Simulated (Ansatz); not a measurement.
## O on Cu(100): change of the work function

How does O on the hollow site change the work function of Cu(100) as the layer fills?

Calculated with Ansatz 0.2.0; plane-wave DFT, PBE, Ansatz PAW.

**1. Starting point**

The cell holds 4 atoms: 4 Cu. Its edges and angles: a = 2.553 Å, b = 2.553 Å, c = 23.415 Å, α = 90.0°, β = 90.0°, γ = 90.0°. Vacuum lies along c.

**2. The clean slab**

The bare slab comes first, as the zero from which every change is counted. The two lowest layers are held at bulk places and the upper ones relax. The dipole correction removes the false field that a one-sided slab makes across the periodic vacuum, so each face gets a flat vacuum level of its own.

input.yaml

```yaml
crystal:
  lattice:
    - [2.5526554801, 0.0, 0.0]
    - [0.0, 2.5526554801, 0.0]
    - [0.0, 0.0, 23.415]
  atoms:
    - { symbol: Cu, position: [0.5, 0.5, 0.3843689942] }
    - { symbol: Cu, position: [0.0, 0.0, 0.4614563314] }
    - { symbol: Cu, position: [0.5, 0.5, 0.5385436686] }
    - { symbol: Cu, position: [0.0, 0.0, 0.6156310058] }
kpoints:
  mp_grid: { grid: [12, 12, 1] }
hamiltonian:
  xc: pbe
scf:
  occupations: { method: fermi_dirac, width: 0.1 }
  convergence: { dr2_threshold: 1.0e-08 }
efield:
  axis: 3
  dipole_correction: true
  ramp_position: 0.97
  ramp_width: 0.06
relax:
  f_tol: 0.02
  max_steps: 60
  constraints: [{ sites: [0, 1] }]
output:
  write_potential: true
  write_density: true
  volumetric_format: npy
```

The run is started by

```sh
> ansatz run input.yaml --threads 4 --pin off --max-ram 6144MiB --backend cpu --events-out ev --progress --plain --runs-dir out
```

Numbers of over 12 decimals in the logs are rounded to 6 here.

Log:

```text
Engine: ansatz 0.2.0, aarch64-unknown-linux-gnu
Pseudopotentials: kind: paw
Pseudopotential: Cu, paw, valence charge 19, recommended cutoff 420 eV (normal), Cu.paw.azcp
Functional definition: PBE
  parameter kappa = 0.804
  parameter beta = 0.066725
  exchange = pbe_x(kappa = kappa, mu = beta*pi^2/3)
  correlation = pbe_c(beta = beta)
Crystal: 4 atoms, lattice volume = 152.573 Å³
Basis set: ecut = 420 eV, 3011 PW (Γ), exchange–correlation on 36×36×320 points (8 copies of the dense FFT grid, shifted against one another)
Bands: 46, of which v1, the nominal top of the filled ones, is band 38 counted from 1 (37 counted from 0)
Symmetry: 8 space group operations
k-points: 28 of 144
Non-local potential: Cu, projectors of the file, l = 0: 3, l = 1: 2, l = 2: 3, l = 3: 1
PAW form: soft (Blöchl's): semilocal exchange-correlation on the pseudo side does not see the compensation charge
PAW one-centre angular grid: Cu, 590 points (default); XC on 64 Gauss nodes
Initial density: superposition of atomic densities (neutral atoms: chi_scale 0, normalization atom), corrected by the library's trained network
Initial wavefunctions: pseudopotential atomic-orbital guess
Functional: x = pbe(κ = 0.804, μ = 0.219515), c = pbe(β = 0.066725)
SCF iter   1: F=—  HF=-26499.487320 eV  |F-HF|=—  |Δ(HF+E_count)|=         —  Δρ=1.44e-3  dr2=1.11e-2  ethr=1.77e-3  p=-0.000 e·Å  D=-7.17e-15 V/Å  ΔV_dip=0.00 eV  dr2_dipole=9.36e-9  V_vac-E_F(+/−)=4.49/4.49 eV  ⟨swp⟩=8.7  Hψ=5648  notcnv=0  defer=4
efield: sawtooth ramp at fractional position 0.9700 (set: `efield.ramp_position`, or a place that a band, a saddle search or an elastic batch's reference lends), width 0.0600; the density the first Hamiltonian is built on has a dipole p = -0.000 e·Å; the dipole correction subtracts the counter field D = -7.17e-15 V/Å, which shifts the + side's vacuum level by +0.00 eV against the − side's; the planar-averaged density in the ramp window peaks in size at 3.2e-5 e/Å³
preconditioner: auto → LDOS  [metal: Δε(μ)=0.060 eV  Ē_g=8.062 eV  σ=0.100 eV  W_gap=0.15  n_scr=18 (ndim 8)  ℏωp=19.9 eV  f_vac=0.639  D(μ)=1.29/eV (n_scr^D=8)  β→1.0]
SCF iter   2: F=—  HF=-26499.492238 eV  |F-HF|=—  |Δ(HF+E_count)|=   4.92e-3  Δρ=1.83e-3  dr2=4.23e-3  ethr=1.46e-5  p=-0.000 e·Å  D=-6.15e-6 V/Å  ΔV_dip=0.00 eV  dr2_dipole=9.00e-8  V_vac-E_F(+/−)=4.58/4.58 eV  ⟨swp⟩=2.9  Hψ=2867  notcnv=0  defer=39
SCF iter   3: F=—  HF=-26499.491942 eV  |F-HF|=—  |Δ(HF+E_count)|=   2.96e-4  Δρ=1.46e-3  dr2=1.64e-3  ethr=5.57e-6  p=-0.000 e·Å  D=-3.99e-5 V/Å  ΔV_dip=0.00 eV  dr2_dipole=2.09e-7  V_vac-E_F(+/−)=4.57/4.57 eV  ⟨swp⟩=2.5  Hψ=2210  notcnv=0  defer=39
SCF iter   4: F=—  HF=-26499.491516 eV  |F-HF|=—  |Δ(HF+E_count)|=   4.26e-4  Δρ=1.91e-4  dr2=1.24e-4  ethr=2.16e-6  p=0.000 e·Å  D=2.29e-5 V/Å  ΔV_dip=-0.00 eV  dr2_dipole=3.77e-9  V_vac-E_F(+/−)=4.57/4.57 eV  ⟨swp⟩=2.0  Hψ=1832  notcnv=0  defer=39
SCF iter   5: F=—  HF=-26499.491529 eV  |F-HF|=—  |Δ(HF+E_count)|=   1.21e-5  Δρ=1.10e-4  dr2=2.44e-5  ethr=1.63e-7  p=-0.000 e·Å  D=-1.13e-5 V/Å  ΔV_dip=0.00 eV  dr2_dipole=1.50e-9  V_vac-E_F(+/−)=4.58/4.58 eV  ⟨swp⟩=2.1  Hψ=1761  notcnv=0  defer=39
SCF iter   6: F=—  HF=-26499.491521 eV  |F-HF|=—  |Δ(HF+E_count)|=   7.22e-6  Δρ=1.05e-4  dr2=1.04e-5  ethr=3.21e-8  p=0.000 e·Å  D=2.18e-5 V/Å  ΔV_dip=-0.00 eV  dr2_dipole=1.21e-8  V_vac-E_F(+/−)=4.58/4.58 eV  ⟨swp⟩=2.0  Hψ=1843  notcnv=0  defer=39
SCF iter   7: F=—  HF=-26499.491516 eV  |F-HF|=—  |Δ(HF+E_count)|=   4.87e-6  Δρ=2.78e-5  dr2=8.10e-7  ethr=1.37e-8  p=0.000 e·Å  D=4.93e-6 V/Å  ΔV_dip=-0.00 eV  dr2_dipole=2.35e-11  V_vac-E_F(+/−)=4.58/4.58 eV  ⟨swp⟩=2.1  Hψ=1738  notcnv=0  defer=39
SCF iter   8: F=—  HF=-26499.491526 eV  |F-HF|=—  |Δ(HF+E_count)|=   9.89e-6  Δρ=2.02e-5  dr2=4.10e-7  ethr=1.07e-9  p=0.000 e·Å  D=3.52e-6 V/Å  ΔV_dip=-0.00 eV  dr2_dipole=2.39e-9  V_vac-E_F(+/−)=4.58/4.58 eV  ⟨swp⟩=2.0  Hψ=1851  notcnv=0  defer=39
SCF iter   9: F=—  HF=-26499.491526 eV  |F-HF|=—  |Δ(HF+E_count)|=   1.27e-7  Δρ=8.57e-6  dr2=8.09e-8  ethr=5.39e-10  p=0.000 e·Å  D=5.31e-7 V/Å  ΔV_dip=-0.00 eV  dr2_dipole=3.70e-10  V_vac-E_F(+/−)=4.58/4.58 eV  ⟨swp⟩=2.0  Hψ=1812  notcnv=0  defer=39
SCF iter  10: F=-26499.491526 eV  HF=-26499.491526 eV  |F-HF|=5.54e-8  |Δ(HF+E_count)|=   3.77e-8  Δρ=1.16e-6  dr2=1.63e-9  ethr=1.32e-11  p=0.000 e·Å  D=2.44e-7 V/Å  ΔV_dip=-0.00 eV  dr2_dipole=7.46e-12  V_vac-E_F(+/−)=4.58/4.58 eV  ⟨swp⟩=8.1  Hψ=9221  notcnv=0
SCF 1 converged in 10 iterations: F = -26499.491526 eV  dr2 = 1.63e-9
  greatest PAW one-centre occupation: 1.000 electrons in one spin orbital (limit 2), on the Cu atom at site 3 (counted from 0), in its partial waves of l = 0
relax step   1: F+E_penalty+E_count = -26499.49152650 eV  Δ(F+E_penalty+E_count) = +0.000e0 eV  max|allowed force component| = 2.181e-1 eV/Å  Δτ_max = 0.0000 Å  (10 SCF iters, accepted)
Initial density: handed on by an earlier stage of this run
Initial wavefunctions: those handed on with the density
iter 1 solved again at ethr=4.94e-7 eV; its pass at ethr=3.10e-3 eV (dr2=3.76e-4 eV) is discarded
SCF iter   1: F=—  HF=-26499.493638 eV  |F-HF|=—  |Δ(HF+E_count)|=         —  Δρ=7.18e-4  dr2=3.81e-4  ethr=4.94e-7  p=0.000 e·Å  D=6.52e-7 V/Å  ΔV_dip=-0.00 eV  dr2_dipole=5.33e-7  V_vac-E_F(+/−)=4.58/4.58 eV  ⟨swp⟩=2.8  Hψ=4247  notcnv=0  defer=52
efield: sawtooth ramp at fractional position 0.9700 (set: `efield.ramp_position`, or a place that a band, a saddle search or an elastic batch's reference lends), width 0.0600; the density the first Hamiltonian is built on has a dipole p = 0.000 e·Å; the dipole correction subtracts the counter field D = 6.52e-7 V/Å, which shifts the + side's vacuum level by -0.00 eV against the − side's; the planar-averaged density in the ramp window peaks in size at 2.3e-5 e/Å³
preconditioner: auto → LDOS  [metal: Δε(μ)=0.090 eV  Ē_g=8.129 eV  σ=0.100 eV  W_gap=0.22  n_scr=18 (ndim 8)  ℏωp=19.9 eV  f_vac=0.638  D(μ)=1.28/eV (n_scr^D=8)  β→1.0]
SCF iter   2: F=—  HF=-26499.493457 eV  |F-HF|=—  |Δ(HF+E_count)|=   1.81e-4  Δρ=1.93e-4  dr2=8.92e-5  ethr=4.94e-7  p=0.000 e·Å  D=2.69e-4 V/Å  ΔV_dip=-0.01 eV  dr2_dipole=1.27e-5  V_vac-E_F(+/−)=4.58/4.58 eV  ⟨swp⟩=2.1  Hψ=2198  notcnv=0  defer=52
SCF iter   3: F=—  HF=-26499.493455 eV  |F-HF|=—  |Δ(HF+E_count)|=   2.54e-6  Δρ=1.84e-4  dr2=3.53e-5  ethr=1.17e-7  p=0.000 e·Å  D=1.03e-4 V/Å  ΔV_dip=-0.00 eV  dr2_dipole=5.88e-7  V_vac-E_F(+/−)=4.58/4.58 eV  ⟨swp⟩=2.0  Hψ=1859  notcnv=0  defer=52
SCF iter   4: F=—  HF=-26499.493464 eV  |F-HF|=—  |Δ(HF+E_count)|=   9.09e-6  Δρ=9.12e-5  dr2=8.65e-6  ethr=4.64e-8  p=0.000 e·Å  D=1.63e-4 V/Å  ΔV_dip=-0.00 eV  dr2_dipole=1.04e-7  V_vac-E_F(+/−)=4.58/4.58 eV  ⟨swp⟩=2.0  Hψ=1849  notcnv=0  defer=52
SCF iter   5: F=—  HF=-26499.493458 eV  |F-HF|=—  |Δ(HF+E_count)|=   5.47e-6  Δρ=2.20e-5  dr2=5.03e-7  ethr=1.14e-8  p=0.000 e·Å  D=1.56e-4 V/Å  ΔV_dip=-0.00 eV  dr2_dipole=1.16e-8  V_vac-E_F(+/−)=4.58/4.58 eV  ⟨swp⟩=2.0  Hψ=1786  notcnv=0  defer=52
SCF iter   6: F=—  HF=-26499.493458 eV  |F-HF|=—  |Δ(HF+E_count)|=   2.31e-7  Δρ=1.23e-5  dr2=1.50e-7  ethr=6.61e-10  p=0.000 e·Å  D=1.63e-4 V/Å  ΔV_dip=-0.00 eV  dr2_dipole=2.72e-9  V_vac-E_F(+/−)=4.58/4.58 eV  ⟨swp⟩=2.0  Hψ=1850  notcnv=0  defer=52
SCF iter   7: F=-26499.493458 eV  HF=-26499.493458 eV  |F-HF|=7.54e-9  |Δ(HF+E_count)|=   8.22e-8  Δρ=2.24e-6  dr2=5.35e-9  ethr=1.32e-11  p=0.000 e·Å  D=1.65e-4 V/Å  ΔV_dip=-0.00 eV  dr2_dipole=5.96e-12  V_vac-E_F(+/−)=4.58/4.58 eV  ⟨swp⟩=8.1  Hψ=9419  notcnv=0
SCF 2 converged in 7 iterations: F = -26499.493458 eV  dr2 = 5.35e-9
  greatest PAW one-centre occupation: 1.000 electrons in one spin orbital (limit 2), on the Cu atom at site 0 (counted from 0), in its partial waves of l = 0
relax step   2: F+E_penalty+E_count = -26499.49345845 eV  Δ(F+E_penalty+E_count) = -1.932e-3 eV  max|allowed force component| = 1.395e-1 eV/Å  Δτ_max = 0.0117 Å  (7 SCF iters, accepted)
SCF iter   1: F=—  HF=-26499.495286 eV  |F-HF|=—  |Δ(HF+E_count)|=         —  Δρ=1.19e-3  dr2=9.92e-4  ethr=1.36e-5  p=0.000 e·Å  D=1.65e-4 V/Å  ΔV_dip=-0.00 eV  dr2_dipole=3.18e-9  V_vac-E_F(+/−)=4.58/4.58 eV  ⟨swp⟩=3.2  Hψ=3121  notcnv=0  defer=52
efield: sawtooth ramp at fractional position 0.9700 (set: `efield.ramp_position`, or a place that a band, a saddle search or an elastic batch's reference lends), width 0.0600; the density the first Hamiltonian is built on has a dipole p = 0.000 e·Å; the dipole correction subtracts the counter field D = 1.65e-4 V/Å, which shifts the + side's vacuum level by -0.00 eV against the − side's; the planar-averaged density in the ramp window peaks in size at 2.2e-5 e/Å³
preconditioner: auto → LDOS  [metal: Δε(μ)=0.088 eV  Ē_g=8.129 eV  σ=0.100 eV  W_gap=0.21  n_scr=18 (ndim 8)  ℏωp=19.9 eV  f_vac=0.638  D(μ)=1.29/eV (n_scr^D=8)  β→1.0]
SCF iter   2: F=—  HF=-26499.494837 eV  |F-HF|=—  |Δ(HF+E_count)|=   4.49e-4  Δρ=3.85e-4  dr2=2.55e-4  ethr=1.31e-6  p=0.000 e·Å  D=5.86e-4 V/Å  ΔV_dip=-0.01 eV  dr2_dipole=3.47e-5  V_vac-E_F(+/−)=4.57/4.58 eV  ⟨swp⟩=2.0  Hψ=2546  notcnv=0  defer=52
SCF iter   3: F=—  HF=-26499.494808 eV  |F-HF|=—  |Δ(HF+E_count)|=   2.90e-5  Δρ=4.05e-4  dr2=1.71e-4  ethr=3.36e-7  p=0.000 e·Å  D=4.58e-4 V/Å  ΔV_dip=-0.01 eV  dr2_dipole=3.20e-6  V_vac-E_F(+/−)=4.57/4.58 eV  ⟨swp⟩=2.2  Hψ=2080  notcnv=0  defer=52
SCF iter   4: F=—  HF=-26499.494790 eV  |F-HF|=—  |Δ(HF+E_count)|=   1.79e-5  Δρ=6.85e-5  dr2=6.36e-6  ethr=2.25e-7  p=0.000 e·Å  D=4.56e-4 V/Å  ΔV_dip=-0.01 eV  dr2_dipole=2.50e-7  V_vac-E_F(+/−)=4.57/4.58 eV  ⟨swp⟩=2.0  Hψ=1803  notcnv=0  defer=52
SCF iter   5: F=—  HF=-26499.494796 eV  |F-HF|=—  |Δ(HF+E_count)|=   5.89e-6  Δρ=2.59e-5  dr2=9.68e-7  ethr=8.37e-9  p=0.000 e·Å  D=4.76e-4 V/Å  ΔV_dip=-0.01 eV  dr2_dipole=9.09e-8  V_vac-E_F(+/−)=4.57/4.58 eV  ⟨swp⟩=2.9  Hψ=1991  notcnv=0  defer=52
SCF iter   6: F=—  HF=-26499.494796 eV  |F-HF|=—  |Δ(HF+E_count)|=   1.95e-7  Δρ=7.50e-6  dr2=6.43e-8  ethr=1.27e-9  p=0.000 e·Å  D=4.75e-4 V/Å  ΔV_dip=-0.01 eV  dr2_dipole=4.68e-9  V_vac-E_F(+/−)=4.57/4.58 eV  ⟨swp⟩=2.0  Hψ=1717  notcnv=0  defer=52
SCF iter   7: F=—  HF=-26499.494796 eV  |F-HF|=—  |Δ(HF+E_count)|=   2.24e-7  Δρ=3.82e-6  dr2=1.47e-8  ethr=1.32e-11  p=0.000 e·Å  D=4.89e-4 V/Å  ΔV_dip=-0.01 eV  dr2_dipole=1.12e-10  V_vac-E_F(+/−)=4.57/4.58 eV  ⟨swp⟩=9.8  Hψ=9000  notcnv=0
SCF iter   8: F=—  HF=-26499.494796 eV  |F-HF|=—  |Δ(HF+E_count)|=   7.58e-8  Δρ=3.61e-6  dr2=1.52e-8  ethr=1.32e-11  p=0.000 e·Å  D=4.94e-4 V/Å  ΔV_dip=-0.01 eV  dr2_dipole=3.73e-10  V_vac-E_F(+/−)=4.57/4.58 eV  ⟨swp⟩=9.1  Hψ=8387  notcnv=0
SCF iter   9: F=-26499.494796 eV  HF=-26499.494796 eV  |F-HF|=1.35e-9  |Δ(HF+E_count)|=   1.27e-8  Δρ=1.23e-6  dr2=2.58e-9  ethr=1.32e-11  p=0.000 e·Å  D=4.96e-4 V/Å  ΔV_dip=-0.01 eV  dr2_dipole=1.02e-10  V_vac-E_F(+/−)=4.57/4.58 eV  ⟨swp⟩=6.8  Hψ=8438  notcnv=0
SCF 3 converged in 9 iterations: F = -26499.494796 eV  dr2 = 2.58e-9
relax step   3: F+E_penalty+E_count = -26499.49479638 eV  Δ(F+E_penalty+E_count) = -1.338e-3 eV  max|allowed force component| = 2.096e-3 eV/Å  Δτ_max = 0.0196 Å  (9 SCF iters, accepted)
NSCF: frozen V_eff on 28 k-points
the band table was solved once a step of the walk had ended and its energy, with any forces and stress, was formed, with the checks that follow a solve (6802 applications of the Hamiltonian). They found nothing against the state; the energy, forces and stress were not computed again (output.eigenvalues in the input reference)
WARN: The output density's exchange-correlation potential varies sharply where the density is thin. Do not read a vacuum level from v_tot or v_xc, or from such a field of the output density. On a cell that repeats whose density bears no net charge and no dipole along the vacuum's axis use v_es (v_loc + v_h of the components); under efield.dipole_correction with no amplitude use v_es + v_field, which holds any externa [...]
SCF converged after 9 iterations
Free energy (F): -26499.494796 eV
Harris-Foulkes:  -26499.494796 eV  (|F-HF|=1.35e-9)
Internal energy: -26499.450325 eV  (E = F + TS)
E sigma→0 (E₀):  -26499.472561 eV
Entropy (-TS):   -0.044472 eV (-11.118 meV/atom)
Fermi energy:    2.077824 eV
Dipole field:    D = 0.000480 V/Å  (p = 0.000405 e·Å, saw-weighted, corrected)
Work function:   Φ+ = 4.5707 eV   Φ− = 4.5819 eV
Levels:          The Fermi level and band energies are counted from a zero that moves with the ramp; work functions are not
--- Per-component energies (eV) ---
  E_band       = -2536.166477
  E_kinetic    = 1198.309528
  E_local      = -168854.315694  (includes V_loc(G=0)·N_el)
  E_nonlocal   = 1567.140430
  E_hartree    = 82915.850215
  E_xc         = -355.051919
  E_vxc        = -457.887175  (∫ρ·V_xc dr)
  E_paw        = -6658.907342  (= ΣΔE_a)
  E_vpaw       = -1821.114883  (= ΣTr[D̂ρ^β])
  E_aug_tail   = 0.001125  (compensation charges beyond the density's cutoff)
  E_efield     = 0.000000  (sawtooth field / dipole correction)
  E_vefield    = -0.000313  (∫n·V_field dr)
  E_ewald      = 63687.523332
  E_smearing   = -0.044472  (= −TS)
  E_closure    = -0.000000  (closes the sum)
  Σ components = -26499.494796   (vs F -26499.494796, Δ=0.00e0)
--- Forces (eV/Å), atoms counted from 1 ---
  atom   1  Cu    -0.00000000     0.00000000     0.10441416
  atom   2  Cu    -0.00000000     0.00000000    -0.10661276
  atom   3  Cu     0.00000000     0.00000000     0.00010983
  atom   4  Cu    -0.00000000     0.00000000     0.00209595
  max |Σ_I F_I| component: 7.18e-6 eV/Å
--- Band table (eV; the first three rows and the last of 28) ---
  k-point 0: bands = [... 34 lower, 0.3997, 0.6183, 0.6474, 0.6474, 0.6479, 1.6164, 3.1949, 6.4525, ... 4 higher]
  k-point 1: bands = [... 34 lower, 0.4671, 0.5052, 0.5494, 0.6055, 0.6780, 1.9009, 3.5303, 6.6065, ... 4 higher]
  k-point 2: bands = [... 34 lower, 0.4625, 0.4862, 0.5546, 0.6159, 0.6727, 2.5350, 4.3478, 7.0666, ... 4 higher]
  k-point 27: bands = [... 34 lower, 1.0039, 1.0231, 4.5597, 4.5597, 6.7457, 6.7457, 9.5125, 9.5174, ... 4 higher]
--- Relaxed structure (3 steps of the walk, 3 accepted, 0 SCFs on fresh bases) ---
  F+E_penalty+E_count = -26499.49479638 eV   max|allowed force component| = 2.096e-3 eV/Å
  atoms:
    - { symbol: Cu, position: [0.5, 0.5, 0.384369] }
    - { symbol: Cu, position: [0.0, 0.0, 0.461456] }
    - { symbol: Cu, position: [0.5, 0.5, 0.539882] }
    - { symbol: Cu, position: [0, 0.0, 0.615758] }
```

The job ended after 16 s (4 threads of Arm Neoverse V2, shared host; peak memory 0.48 GiB; 61 s of CPU time).

The steps of the relaxation:

```
step  energy less that of the first step (eV)  largest force component (eV/Å)
   1                                   0.0000                          0.2181
   2                                  -0.0019                          0.1395
   3                                  -0.0033                          0.0021
```

The run keeps the 8 symmetry operations that it works with, so distortions that break them were not tested.

The atoms that moved most (Å):

```
atom     dx     dy     dz  length
 Cu3  0.000  0.000  0.031   0.031
```

The relaxed structure:

```cif
data_structure
_symmetry_space_group_name_H-M 'P 1'
_symmetry_Int_Tables_number 1
_cell_length_a 2.5527
_cell_length_b 2.5527
_cell_length_c 23.4150
_cell_angle_alpha 90.000
_cell_angle_beta 90.000
_cell_angle_gamma 90.000
_cell_volume 152.57
loop_
_atom_site_label
_atom_site_type_symbol
_atom_site_fract_x
_atom_site_fract_y
_atom_site_fract_z
_atom_site_occupancy
Cu1 Cu 0.50000 0.50000 0.38437 1
Cu2 Cu 0.00000 0.00000 0.46146 1
Cu3 Cu 0.50000 0.50000 0.53988 1
Cu4 Cu 0.00000 0.00000 0.61576 1
```

Numbers from this step:

* energy at zero smearing: -26499.4726 eV
* work function, upper face: 4.571 eV
* dipole along the normal: 4.05e-4 e·Å

Running mean over 1.805 Å of the planar mean; the ramp of the sawtooth is left out. Table of electron's electrostatic potential energy less the Fermi level by z:

```
z (Å)  electron's electrostatic potential energy less the Fermi level (eV)
  3.0                                                                 4.58
  3.5                                                                 4.58
  4.0                                                                 4.58
  4.5                                                                 4.58
  5.0                                                                 4.58
  5.5                                                                 4.57
  6.0                                                                 4.54
  6.5                                                                 4.45
  7.0                                                                 4.10
  7.5                                                                 2.70
  8.0                                                                -1.44
  8.5                                                                -6.20
  9.0                                                                -8.30
  9.5                                                                -8.63
 10.0                                                                -8.72
 10.5                                                                -8.78
 11.0                                                                -8.72
 11.5                                                                -8.54
 12.0                                                                -8.55
 12.5                                                                -8.77
 13.0                                                                -8.94
 13.5                                                                -9.00
 14.0                                                                -8.80
 14.5                                                                -8.20
 15.0                                                                -5.53
 15.5                                                               -0.619
 16.0                                                                 3.08
 16.5                                                                 4.18
 17.0                                                                 4.46
 17.5                                                                 4.54
 18.0                                                                 4.56
 18.5                                                                 4.57
 19.0                                                                 4.57
 19.5                                                                 4.57
 20.0                                                                 4.57
```

The relaxation took 3 steps and lowered the energy by 0.0033 eV; the largest force on the free atoms ends at 0.0021 eV/Å.

The work function of the upper face is 4.57 eV.

(Continued in part 2 of 3.)

[Logs are printed without paths, hosts, clocks, repeated set-up lines and the standing remarks that a program may print on its own settings, such as how far it seeks lower states.]

[Hosts, paths, dates, database ids (printed as entryN), source tags and the programs' standing remarks are cut or masked in the printed files.]

[Maps of the electrostatic potential energy from Ansatz leave out the sawtooth potential of an applied field or a dipole correction, so their vacuum need not be flat; planar profiles and work functions include it.]
